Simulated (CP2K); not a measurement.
Consider 1,4-difluorobenzene at its PBE geometry (Å).

```xyz
12

F     2.7151    0.1811   -0.0912
C     1.3562    0.0911   -0.0460
C     0.6145    1.2674   -0.0161
C    -0.7778    1.1737    0.0313
C    -1.3562   -0.0911    0.0460
F    -2.7151   -0.1811    0.0912
C    -0.6145   -1.2674    0.0161
C     0.7778   -1.1737   -0.0313
H     1.1212    2.2306   -0.0316
H    -1.4104    2.0591    0.0579
H    -1.1212   -2.2306    0.0316
H     1.4104   -2.0591   -0.0579
```

Method: CP2K XAS_TDP, all-electron GAPW, PBEh(45%), aug-cc-pVDZ, TDA, no relativity.

Q: Where do the F K-edge lines lie, and how strong are they?

Leading lines: F1 683.69 eV. The leading line of an atom is its first one with 35 % of the strongest within 2.5 eV of its lowest line over the strength cut. 

The first six lines of each atom with a strength over 0.0015:

| atom | energy (eV) | states | strength, one atom |
| --- | --- | --- | --- |
| F1 (bonded to C), 2 alike | 683.56 | 1 | 0.0069 |
|  | 683.69 | 1 | 0.0289 |
|  | 684.69 | 1 | 0.0045 |
|  | 685.74 | 1 | 0.0029 |
|  | 686.28 | 1 | 0.0024 |
|  | 686.38 | 1 | 0.0051 |

Lines are vertical, at one geometry, with no vibrational structure. Without a correction of the core level, line positions, and the gaps between valence and Rydberg lines, follow the share of exact exchange. These values hold no scalar relativity, about 0.7 eV for F 1s. Rydberg lines, and the discretised continuum above threshold, depend on the basis and the box.

[Banner, clock and machine lines of the logs are left out without a mark of their own.]

[Logs are printed without paths, hosts, clocks, repeated set-up lines and the standing remarks that a program may print on its own settings, such as how far it seeks lower states.]

[Hosts, paths, dates, database ids (printed as entryN), source tags and the programs' standing remarks are cut or masked in the printed files.]
